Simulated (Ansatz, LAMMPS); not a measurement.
# Gap against volume in glassy 40SiO2-28Al2O3-16Li2O-16SrO (mol %) (85 atoms)

Density of this cell: 3.01 g/cm³. The cell holds 85 atoms: 10 Si, 14 Al, 8 Li, 4 Sr and 49 O. Its edges and angles: a = 9.966 Å, b = 10.176 Å, c = 10.054 Å, α = 88.5°, β = 90.6°, γ = 90.4°. The starting structure: 85 atoms (10 Si, 14 Al, 8 Li, 4 Sr, 49 O) placed at random at 3.11 g/cm³, melted at 4000 K for 10 ps at fixed volume with the Morse and Coulomb pair potential with partial charges (Pedone, Malavasi, Menziani, Cormack and Segre, J. Phys. Chem. B 110, 11780 (2006)). Quenched from 4000 K to 300 K at 6 K/ps and fixed volume, held 5 ps, then minimised at fixed cell.

Calculated with Ansatz 0.2.0: Kohn-Sham DFT, PBE, PAW (set soft_2), plane waves; cutoff 420 eV, Γ point, fermi-dirac smearing of 0.05 eV. The relaxed cell was scaled evenly and the atoms were relaxed at each volume. The gap is that between the highest filled and the lowest empty Kohn-Sham level on the run's k-points.

| volume (Å³/atom) | gap (eV) |
| --- | --- |
| 10.791 | 4.773 |
| 11.270 | 4.574 |
| 11.630 | 4.414 |
| 11.990 | 4.227 |
| 12.350 | ? |
| 12.709 | 3.937 |

**Question.** Fit a straight line in ln V to the rows given and interpolate to the withheld row.

**Working.**

A volume deformation potential makes the spacing linear in u = ln(V/V0), with V0 = 11.990 Å³ the relaxed volume; v is the spacing.

| u = ln(V/V0) | v (eV) |
| --- | --- |
| -0.105360 | 4.7733 |
| -0.0618749 | 4.5745 |
| -0.0304597 | 4.4144 |
| 0 | 4.2266 |
| 0.0582691 | 3.9366 |

With n = 5: mean u = -0.0278852, mean v = 4.38508, Σ(u − ū)² = 0.015364, Σ(u − ū)(v − v̄) = -0.079649. Slope b = -0.079649 / 0.015364 = -5.1840; intercept a = v̄ − b ū = 4.2405.

At the withheld volume u = 0.02956, and v = a + b u.

Prediction at 12.350: 4.087 eV. The run gave 4.080 eV, so the fit is high by 0.0069 eV (0.17 % of the value).

The slope, -5.18 eV, says that the spacing narrows on expansion. Among the rows given, the largest miss of the fit is at 11.630, by 0.016 eV (1.9 % of the range of the table).

Limits: The table spans 16 % in volume, wide for a linear law. Semilocal functionals tend to put gaps under measured ones. Only the Γ point is sampled. Atoms move by up to 1.0 Å in these relaxations, so the structure changes along the series. Defect or tail levels can set the spacing of a disordered cell.

[Hosts, paths, dates, database ids (printed as entryN), source tags and the programs' standing remarks are cut or masked in the printed files.]
